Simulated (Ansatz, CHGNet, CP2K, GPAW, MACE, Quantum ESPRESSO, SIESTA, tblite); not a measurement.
## tblite runs on phosphorene, 3 layers, N on P sites (72 atoms)

Wanted: tblite inputs and outputs for phosphorene, 3 layers, N on P sites (72 atoms), checked against a plane-wave reference.

Main program and level: tblite 0.8.0; the method is named at each step.

## Step 1: Starting point

The cell holds 72 atoms: 48 P and 24 N. Cell: a = 10.340 Å, b = 9.102 Å, c = 29.176 Å, α = 90.0°, β = 90.0°, γ = 90.0°. It derives from P (phosphorene). 3 layers of phosphorene (a = 3.314 Å), 3 x 2 cells, biaxial strain +4 %, every second layer slid by 0.500 of a1; facing planes 3.38, 3.4 Å apart; 16 Å of vacuum; 24 of 72 P replaced by N at random; displaced by a Gaussian of 0.02 Å. Then every atom was moved at random, 0.02 Å r.m.s. a Cartesian component. Regions: layer 1, 24 atoms (18 P and 6 N); layer 2, 24 atoms (9 N and 15 P); layer 3, 24 atoms (9 N and 15 P). Vacuum lies along c.

The yardstick, on the same geometry:

- method: Kohn-Sham DFT, PBE, PAW, plane waves (Ansatz 0.2.0); cutoff 420 eV, Γ point, fermi-dirac smearing of 0.05 eV; PAW set soft_2
- r.m.s. force component: 1.578 eV/Å
- longest force: 3.85 eV/Å
- spacing of highest filled and lowest empty level: 0.3862 eV
- SCF cycles: 15
- time: 29 s on 4 threads of Arm Neoverse V1, shared host
- CPU time: 1.9 min

## Step 2: GFN1-xTB

Method: GFN1-xTB tight binding, diagonalisation.

run.py reads:

```python
import numpy as np
from ase.io import read
from tblite.ase import TBLite

atoms = read("structure.xyz")
atoms.calc = TBLite(method="GFN1-xTB", electronic_temperature=580, accuracy=1.0, max_iterations=250, mixer_damping=0.1, verbosity=1)
energy = atoms.get_potential_energy()
forces = atoms.get_forces()
print(f"energy {energy:.6f} eV")
print("forces (eV/A)")
for i, (a, f) in enumerate(zip(atoms, forces)):
    print(f"{i:4d} {a.symbol:2s} {f[0]:10.5f} {f[1]:10.5f} {f[2]:10.5f}")
print("charges (e)")
print(np.array2string(atoms.get_charges(), precision=4, suppress_small=True, max_line_width=110, threshold=100000))
```

structure.xyz reads:

```xyz
72
Lattice="10.33970 0.00000 0.00000 0.00000 9.10210 0.00000 0.00000 0.00000 29.17600" Properties=species:S:1:pos:R:3 pbc="T T T"
P 10.28604 0.38311 10.15208
P 0.00507 8.71808 8.00619
N 1.77016 1.89160 10.17484
P 1.73707 2.64725 7.93237
P 10.32295 4.88728 10.12378
P 10.32688 4.15138 7.96913
P 1.75765 6.44192 10.13691
P 1.77047 7.22898 7.98372
P 3.45522 0.31612 10.14362
P 3.45584 8.72855 7.96913
P 5.18825 1.93656 10.17163
P 5.19963 2.64816 7.97555
P 3.45770 4.98413 10.12874
N 3.50288 4.25287 8.02282
N 5.15610 6.46832 10.12932
P 5.15827 7.23408 8.01873
P 6.89337 0.36882 10.14537
P 6.84860 8.75822 7.94521
N 8.65309 1.93383 10.14187
P 8.67025 2.64680 7.95775
P 6.91147 4.92214 10.12028
N 6.85667 4.19816 8.01115
N 8.56375 6.48179 10.08614
P 8.60790 7.17901 7.98926
N 1.69581 0.36845 15.62608
N 1.76954 8.68413 13.54087
P 3.41407 1.89797 15.71303
N 3.44302 2.68648 13.51724
P 1.68796 4.88801 15.69756
P 1.72849 4.20890 13.50732
P 3.47455 6.46149 15.69231
P 3.40114 7.15753 13.52278
N 5.14989 0.35935 15.65176
P 5.15558 8.72982 13.45831
P 6.86939 1.92983 15.64767
P 6.91137 2.63879 13.48515
P 5.18856 4.92169 15.68473
P 5.18919 4.15556 13.54029
N 6.89493 6.40997 15.60303
P 6.91147 7.19166 13.50586
N 8.61049 0.33814 15.66226
P 8.59498 8.73874 13.49944
P 10.33360 1.91981 15.67685
P 0.01675 2.63469 13.50528
N 8.62745 4.94417 15.69844
N 8.62434 4.19188 13.49565
P 10.32812 6.48525 15.65030
N 10.29131 7.19994 13.56480
N 10.28914 0.35389 21.15785
P 0.01127 8.75267 19.06652
N 1.74896 1.91035 21.17361
P 1.71691 2.68002 19.00379
P 0.01375 4.94417 21.19461
P 0.03650 4.23484 19.08606
N 1.74214 6.49717 21.19782
P 1.74638 7.17318 19.03938
[... 12 atom lines left out ...]
P 6.87528 4.91595 21.17098
N 6.89100 4.16649 19.09423
P 8.61266 6.48461 21.16164
N 8.60811 7.21123 19.07031
```

Started as:

```bash
OMP_NUM_THREADS=1 python run.py > output.txt
```

What it wrote:

```text
------------------------------------------------------------
  cycle        total energy    energy error   density error
------------------------------------------------------------
      1     -171.7447558516  -1.7157420E+02   9.9461835E-01
      2      35.10210021241   2.0684686E+02   8.1145413E-01
      3      1805.143010557   1.7700409E+03   1.8242899E+00
      4     -189.3144941698  -1.9944575E+03   5.2387104E-01
      5     -199.7354184371  -1.0420924E+01   2.3515619E-01
      6     -195.8060471768   3.9293713E+00   2.3318287E-01
      7     -139.4952442196   5.6310803E+01   4.3547138E-01
      8     -178.2114409450  -3.8716197E+01   2.6011341E-01
      9     -180.5900766004  -2.3786357E+00   2.2822599E-01
     10     -185.1661854426  -4.5761088E+00   2.0118917E-01
     11     -188.6189953242  -3.4528099E+00   1.7696005E-01
     12     -194.9003631941  -6.2813679E+00   1.5481313E-01
     13     -196.0867947395  -1.1864315E+00   1.1460945E-01
     14     -200.1453246963  -4.0585300E+00   6.6346696E-02
     15     -200.4610714546  -3.1574676E-01   6.7908188E-02
     16     -200.5409659409  -7.9894486E-02   5.2300639E-02
     17     -200.5985375989  -5.7571658E-02   4.7272476E-02
     18     -200.6229994823  -2.4461883E-02   4.3836286E-02
     19     -200.7120760261  -8.9076544E-02   1.7705997E-02
     20     -200.7193319805  -7.2559544E-03   1.2507117E-02
     21     -200.7209702561  -1.6382756E-03   1.1722657E-02
     22     -200.7266683693  -5.6981133E-03   6.6871256E-03
     23     -200.7282177241  -1.5493547E-03   4.0657860E-03
     24     -200.7281438043   7.3919752E-05   4.3206531E-03
[...]
36     -200.7288271150  -3.0304193E-06   1.9378636E-04
     37     -200.7288310483  -3.9332206E-06   1.6658899E-04
     38     -200.7288352800  -4.2317647E-06   1.2432620E-04
     39     -200.7288371437  -1.8636383E-06   9.0103722E-05
     40     -200.7288376210  -4.7737601E-07   7.5695231E-05
     41     -200.7288379838  -3.6276398E-07   6.1523506E-05
     42     -200.7288384307  -4.4689207E-07   3.5606700E-05
     43     -200.7288386244  -1.9365294E-07   1.9158707E-05
------------------------------------------------------------
 total:                                   4.022 sec
energy -5462.109914 eV
forces (eV/A)
   0 P     0.10008    3.58879   -1.03011
   1 P    -0.32287   -0.48941    1.20133
   2 N    -0.21415   -2.91710   -3.57495
   3 P     1.24864    1.77714    3.68865
   4 P    -1.08159    2.17850   -0.88530
   5 P     0.27726   -0.96400    1.04263
   6 P    -0.23632   -0.85306   -0.78704
   7 P    -0.43951    0.51027    0.89993
   8 P    -1.12244    2.62205   -0.88883
   9 P     0.23467   -0.43757    1.28210
  10 P    -0.08378   -0.93178   -1.25654
  11 P     0.06172    3.72999    1.63854
  12 P     1.71861    1.08035   -2.98647
  13 N    -0.14180   -3.09535    3.06871
  14 N     0.04722   -2.99095   -3.09800
  15 P     0.05411    0.22127    2.97908
  16 P     1.21235    2.20937   -1.20338
  17 P     0.43492   -1.07198    1.60858
  18 N     0.06916   -3.05121   -3.46335
  19 P    -1.59010    1.24987    3.49670
  20 P    -0.06752    3.01099   -3.46143
  21 N     0.17135   -2.83517    3.50293
  22 N    -0.27834   -3.16625   -3.23063
  23 P    -0.13839    0.63434    3.16015
[...]
64 P     0.21021    3.34994   -1.10290
  65 P     1.11773   -2.03237    1.10013
  66 N    -0.67866   -2.64334   -3.80728
  67 P    -1.20736    1.61670    3.59058
  68 P    -1.18072    1.78045   -3.22157
  69 N    -0.33565   -3.05041    3.08504
  70 P    -0.21256   -0.67246   -3.02421
  71 N     0.18911    3.09663    3.15604
charges (e)
[ 0.1949  0.0168 -0.3419  0.1672  0.1464  0.0492  0.0476  0.047   0.125   0.0238  0.0475  0.1759  0.1883
 -0.3428 -0.3558  0.1344  0.1211  0.0296 -0.3485  0.169   0.2689 -0.33   -0.333   0.1195 -0.2453 -0.167
  0.2417 -0.3263  0.0407  0.1315  0.0639  0.1212 -0.3114  0.1303  0.1843  0.1166  0.1217  0.113  -0.2008
  0.1355 -0.3037  0.1989  0.1803  0.1441 -0.1803 -0.2348  0.2242 -0.232  -0.1586  0.185  -0.2344  0.1728
  0.1459  0.0653 -0.3033  0.1311  0.2147  0.0494 -0.3022  0.2507  0.2841 -0.3357 -0.3177  0.152   0.199
  0.1233 -0.2364  0.1901  0.2138 -0.2975  0.1359 -0.2935]
```

Elapsed: 4.9 s, on 1 thread of Arm Neoverse V1, shared host; peak memory 0.16 GiB.

Banners, paths, timers and routine set-up lines are dropped from the logs unmarked, and long logs keep their key lines alone; longer cuts are marked.

Compared with the plane-wave run:

* r.m.s. force component: 2.112 eV/Å
* r.m.s. difference of force components: 591.5 meV/Å
* longest difference of force vectors: 1511 meV/Å
* force difference over r.m.s. force: 37.48 %
* slope of forces against the reference's: 1.325
* correlation of force components: 0.9902

Length of the force difference by element (eV/Å):

| element | atoms | mean | most |
| --- | --- | --- | --- |
| N | 24 | 1.1 | 1.3 |
| P | 48 | 0.95 | 1.5 |

The surroundings of P52, picked at random, nearest first, numbered as they follow in the input and with coordinates relative to it.

| atom | x | y | z | distance (Å) | Mulliken charge (e) | Fx | Fy | Fz (eV/Å) |
| --- | --- | --- | --- | --- | --- | --- | --- | --- |
| P52 | 0.00 | 0.00 | 0.00 | 0.00 | 0.17 | 1.49 | 1.26 | 3.34 |
| N62 | 1.74 | 1.49 | 0.02 | 2.29 | -0.34 | 0.05 | -2.82 | 3.37 |
| P54 | -1.68 | 1.55 | 0.08 | 2.29 | 0.07 | -0.13 | -1.35 | 0.40 |
| N51 | 0.03 | -0.77 | 2.17 | 2.30 | -0.23 | 1.03 | -2.22 | -3.54 |
| P68 | -3.39 | -0.05 | 0.01 | 3.39 | 0.19 | -1.21 | 1.62 | 3.59 |
| P60 | 3.46 | 0.00 | 0.04 | 3.46 | 0.25 | 0.02 | 2.88 | 3.44 |
| P50 | -1.71 | -3.03 | 0.06 | 3.48 | 0.18 | -1.32 | -1.37 | 3.54 |
| P58 | 1.76 | -3.06 | 0.02 | 3.53 | 0.05 | -0.13 | -0.77 | 1.30 |
| P61 | 1.70 | 2.24 | 2.14 | 3.54 | 0.28 | 0.20 | 3.08 | -3.23 |
| P53 | -1.70 | 2.26 | 2.19 | 3.58 | 0.15 | 1.07 | 2.39 | -0.64 |
| N49 | -1.77 | -2.33 | 2.15 | 3.63 | -0.16 | -0.28 | 1.76 | -3.73 |
| P57 | 1.77 | -2.33 | 2.18 | 3.65 | 0.21 | -0.17 | 3.89 | -1.33 |

Atoms are counted from 1 here, from 0 in the log.

Forces lie 37 % from the reference's, at 0.041 times its CPU time (on 1 against 4 cores).

## Step 3: GFN2-xTB

Method: GFN2-xTB tight binding, diagonalisation.

Changes to run.py since step 2:

```diff
@@ -5,3 +5,3 @@
 atoms = read("structure.xyz")
-atoms.calc = TBLite(method="GFN1-xTB", electronic_temperature=580, accuracy=1.0, max_iterations=250, mixer_damping=0.1, verbosity=1)
+atoms.calc = TBLite(method="GFN2-xTB", electronic_temperature=580, accuracy=1.0, max_iterations=250, mixer_damping=0.1, verbosity=1)
 energy = atoms.get_potential_energy()
```

structure.xyz is that of step 2.

What it wrote:

```text
------------------------------------------------------------
  cycle        total energy    energy error   density error
------------------------------------------------------------
      1     -167.7989484628  -1.6799836E+02   5.0113565E-01
      2     -2.621999353015   1.6517695E+02   4.7195353E-01
      3      1034.887368572   1.0375094E+03   7.9048116E-01
      4      169.1943581834  -8.6569301E+02   5.2959460E-01
      5     -185.4134626984  -3.5460782E+02   2.5447826E-01
      6     -172.3712296170   1.3042233E+01   2.1458694E-01
      7     -180.9812617524  -8.6100321E+00   1.6687722E-01
      8     -188.3105024793  -7.3292407E+00   1.2569522E-01
      9     -188.4593914926  -1.4888901E-01   1.0506762E-01
     10     -184.1041220080   4.3552695E+00   1.2136739E-01
     11     -186.6767135602  -2.5725916E+00   1.0070242E-01
     12     -181.3037927598   5.3729208E+00   1.2283440E-01
[...]
51     -188.5288518344   3.4715188E-07   9.2312467E-05
     52     -188.5288533413  -1.5069753E-06   4.3413240E-05
     53     -188.5288534058  -6.4462398E-08   3.4060741E-05
     54     -188.5288534597  -5.3870764E-08   2.5020335E-05
     55     -188.5288534449   1.4721849E-08   1.7996130E-05
------------------------------------------------------------
 total:                                   5.925 sec
energy -5130.131408 eV
forces (eV/A)
   0 P     0.01403    3.46791   -0.64803
   1 P    -0.27129   -0.34784    1.05598
   2 N    -0.10676   -2.85903   -3.46198
   3 P     1.34077    1.63714    3.38013
   4 P    -1.00661    1.81448   -0.57534
   5 P     0.23174   -0.70855    0.86077
   6 P    -0.17706   -0.65704   -0.66662
   7 P    -0.32069    0.36049    0.68478
   8 P    -1.25490    2.53285   -0.60436
   9 P     0.13443   -0.32085    1.10857
  10 P    -0.14175   -0.79116   -1.15545
  11 P     0.10781    3.88259    1.35644
[...]
67 P    -1.35487    1.59832    3.26899
  68 P    -1.28223    1.49846   -3.12166
  69 N    -0.34452   -2.82822    3.06970
  70 P    -0.16212   -0.35820   -3.09082
  71 N     0.07423    2.83866    3.30064
charges (e)
[ 0.2461 -0.0638 -0.269   0.1683  0.1788  0.0205  0.0379 -0.0721  0.0904 -0.0764  0.0614  0.1892  0.1738
 -0.2533 -0.277   0.0962  0.1064 -0.0506 -0.2833  0.1312  0.2776 -0.2465 -0.2549  0.0589 -0.203  -0.136
  0.2219 -0.3073 -0.0732  0.0896 -0.0243  0.1183 -0.2839  0.0898  0.2222  0.111   0.1458  0.0907 -0.1872
  0.1259 -0.2847  0.2148  0.2005  0.2094 -0.1645 -0.2482  0.2447 -0.2016 -0.1235  0.176  -0.1799  0.1205
  0.1373 -0.009  -0.2599  0.1046  0.2322 -0.1071 -0.2608  0.2309  0.2876 -0.2731 -0.277   0.1456  0.2238
  0.1296 -0.2015  0.2065  0.1956 -0.2657  0.1079 -0.3011]
```

Run time: 6.5 s. Hardware: 1 thread; peak memory 0.16 GiB.

Numbers from this run, and their distance from the reference:

* r.m.s. force component: 2.046 eV/Å
* r.m.s. difference of force components: 496.3 meV/Å
* longest difference of force vectors: 1228 meV/Å
* force difference over r.m.s. force: 31.45 %
* slope of forces against the reference's: 1.291
* correlation of force components: 0.9957

Against the first run (37 %), the force difference from the reference is 31 %, at 1.4 times the CPU time.

## Step 4: The ladder

Differences are against the plane-wave reference, forces as r.m.s. over components; share is that over the reference's r.m.s. force, slope the least-squares factor from reference forces to these. Total energies of different programs have different zeros and aren't compared.

| run | Δ force, r.m.s. (meV/Å) | share (%) | slope | cores | CPU time | memory (GiB) |
| --- | --- | --- | --- | --- | --- | --- |
| reference | - | - | - | 4 | 1.9 min | 2.3 |
| tblite GFN1-xTB | 592 | 37.5 | 1.325 | 1 | 4.7 s | 0.16 |
| tblite GFN2-xTB | 496 | 31.5 | 1.291 | 1 | 6.5 s | 0.16 |

CPU time is summed over cores on a shared host, where runs went side by side, so it is rough. Symmetry, cutoffs, thresholds, outputs and thread counts weren't matched or tuned between programs; memory under MPI is the largest rank's times the ranks.

Mean charges by element (e), by run and scheme:

| run | scheme | P | N |
| --- | --- | --- | --- |
| reference | Löwdin | +0.28 | -0.42 |
| tblite GFN1-xTB | Mulliken | +0.14 | -0.28 |
| tblite GFN2-xTB | Mulliken | +0.12 | -0.24 |

The reference's Löwdin charges lack the electrons that the projection spills, 0.048 e an atom on average.

## Step 5: Outcome

```json
{"nearest in forces": "tblite GFN2-xTB, 31 %", "its CPU time": "6.5 s"}
```

**Reading.** Tight binding differs by 31 % (tblite GFN2-xTB) to 37 % (tblite GFN1-xTB); it is another model, with fitted parameters of its own, and the xTB methods hold dispersion. Of the electronic-structure runs that take under half the reference's CPU time, tblite GFN2-xTB comes nearest, at 31 % in 6.5 s against 1.9 min. Charges hang on model, scheme and program or settings: among these rows the mean for N runs from -0.42 to -0.24 e. Periodic xTB results under one method name differ between programs and library versions. The electronic-structure runs sample only Γ, in a cell whose shortest periodic width is 9 Å.

[Also dropped from logs without a mark: logging warnings of Python, and SIESTA's first energy breakdown and zero terms.]

[Logs are printed without paths, hosts, clocks, repeated set-up lines and the standing remarks that a program may print on its own settings, such as how far it seeks lower states.]

[Hosts, paths, dates, database ids (printed as entryN), source tags and the programs' standing remarks are cut or masked in the printed files.]
